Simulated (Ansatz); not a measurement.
Planning a run of Ansatz 0.2.0 on SnO2 (Cmmm). The input:

```yaml
crystal:
  lattice:
    - [-3.248897, 3.41447, 3.414021]
    - [3.248897, -3.41447, 3.414021]
    - [3.248897, 3.41447, -3.414021]
  atoms:
    - { symbol: Sn, position: [0.9999982115, 0.2499982115, 0.75] }
    - { symbol: Sn, position: [1.7885e-06, 0.7500017885, 0.25] }
    - { symbol: Sn, position: [0.5, 0.5, 0.5] }
    - { symbol: Sn, position: [0.5, 0.0, 0.0] }
    - { symbol: O, position: [0.1923626509, 0.1923614619, 0.499998811] }
    - { symbol: O, position: [0.6923543882, 0.749994678, 0.9423597102] }
    - { symbol: O, position: [0.1923626509, 0.6923638399, 1.000001189] }
    - { symbol: O, position: [0.3076349679, 0.749994678, 0.5576402898] }
    - { symbol: O, position: [0.6923650321, 0.250005322, 0.4423597102] }
    - { symbol: O, position: [0.3076456118, 0.250005322, 0.0576402898] }
    - { symbol: O, position: [0.8076373491, 0.3076361601, -1.189e-06] }
    - { symbol: O, position: [0.8076373491, 0.8076385381, 0.500001189] }
kpoints:
  mp_grid: { grid: [4, 4, 4] }
  band_path:
    path:
      - [0.0, 0.0, 0.0]
      - [0.5, -0.5, 0.5]
      - [0.47634207, -0.47634207, 0.52365793]
      - [-0.47634207, 0.47634207, 0.47634207]
      - [0.0, 0.5, 0.0]
      - [0.25, 0.25, 0.25]
      - [0.5, 0.0, 0.0]
      - [0.0, 0.0, 0.5]
    npoints: 1
hamiltonian:
  xc: hse06
  pseudopotentials: { kind: paw, azcp: { folder: soft_1 } }
scf:
  occupations: { method: fixed }
  n_extra_bands: 8
output:
  eigenvalues: true
  write_density: true
  write_potential: true
  elf: true
  volumetric_format: npy
```

```sh
ansatz run input.yaml --threads 2 --pin off --max-ram 92160MiB --backend cuda --events-out ev --progress --plain --runs-dir out --devices 1 --max-vram 13GiB
```

**Question.** Estimate wall time and host memory on 1 × NVIDIA H100 80GB HBM3 (shared by 6 runs) with 2 threads of AMD EPYC 7R13 (Zen 3), shared host.

It took 60 s; on shared hardware allow 30 s to 2 min. Peak host memory was 1.6 GiB. The sizes that set the cost: 2975 plane waves a state, 18 irreducible k points and 15 SCF cycles.

Exact exchange couples every pair of k points and filled bands, so it costs far more than a semilocal run.

[Paths, hosts, dates, memory and timing lines, banners, echoed tables and standing remarks are left out of the program output.]

[Logs are printed without paths, hosts, clocks, repeated set-up lines and the standing remarks that a program may print on its own settings, such as how far it seeks lower states.]

[Runs of the session that timed out or met a known fault of the program may be left out.]

[Cells called generated may have been cut or substituted from an entry of the Crystallography Open Database or the Materials Project.]

[Hosts, paths, dates, database ids (printed as entryN), source tags and the programs' standing remarks are cut or masked in the printed files.]
